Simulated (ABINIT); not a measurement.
```
! title: CdS (Greenockite): a self-consistent loop beyond G0W0, cycle by cycle
! method: RPA screening on PBE from quasiparticle energies and orbitals, plane waves, norm-conserving pseudopotentials (and 4 further levels or steps)
! program: ABINIT 10.8.3
! settings: cutoff 47 Ha, PseudoDojo scalar-relativistic 0.4.1 standard, norm-conserving, ngkpt (3, 3, 2), nband 67, ecuteps 3.2 Ha, gwcalctyp 27, nfreqre 1, inclvkb 2, shiftk (0, 0, 0), symchi 1, awtr 1, frequency static, cycle 8, q points all but q = 0, 3×3×2 k-mesh
! cost: 25 runs, 14 min in all on 4 MPI ranks of Arm Neoverse V1, shared host
! notes: The database entry behind the starting cell differs from other determinations of this structure. The program’s warnings: nkpt*nsppol () is not a multiple of nproc spkpt (). The cell and positions come from the Crystallography Open Database and are kept as given unless a step says otherwise. Limits: no spin-orbit coupling. The 3×3×2 mesh is coarse for this cell, which bears on the long-range parts of exchange and screening.
! G0W0: 2.116 eV
! self-consistent COHSEX, cycle 1: 2.675 eV
! self-consistent COHSEX, cycle 2: 3.162 eV
! self-consistent COHSEX, cycle 3: 3.242 eV
! self-consistent COHSEX, cycle 4: 3.209 eV
! self-consistent COHSEX, cycle 5: 3.162 eV
! self-consistent COHSEX, cycle 6: 3.128 eV
! self-consistent COHSEX, cycle 7: 3.110 eV
! self-consistent COHSEX, cycle 8: 3.102 eV
! known limits: short of the basis limit; no spin-orbit coupling; coarse k mesh
CELL_PARAMETERS angstrom
4.15000 0.00000 0.00000
-2.07500 3.59401 0.00000
0.00000 0.00000 6.73700
ATOMIC_POSITIONS crystal
Cd 0.33333 0.66667 0.00000
Cd 0.66667 0.33333 0.50000
S 0.33333 0.66667 0.37500
S 0.66667 0.33333 0.87500
```

[Long decimals in the printed logs are rounded to 6 places.]

[Logs are printed without paths, hosts, clocks, repeated set-up lines and the standing remarks that a program may print on its own settings, such as how far it seeks lower states.]

[Paths, hosts, dates, memory and timing lines, banners, echoed tables and standing remarks are left out of the program output; an Ansatz launch command may be rebuilt from the run's recorded settings. Measured values are a selection of at most five: reports struck by readers or far from the other reports are left out. None is set beside runs whose start may be inverted or whose files or cutoffs have a known fault.]

[Runs of the session that timed out or met a known fault of the program may be left out.]

[Hosts, paths, dates, database ids (printed as entryN), source tags and the programs' standing remarks are cut or masked in the printed files.]

[G0W0 gaps are taken among the corrected bands and points alone; a level outside them can change the order at an edge.]

[Where Ansatz stands beside ABINIT at settings called matched, ABINIT's density can come from a denser mesh and the files from another edition; pairs whose starting gaps differed by over 0.03 eV were left out, so agreement reads better than it is.]
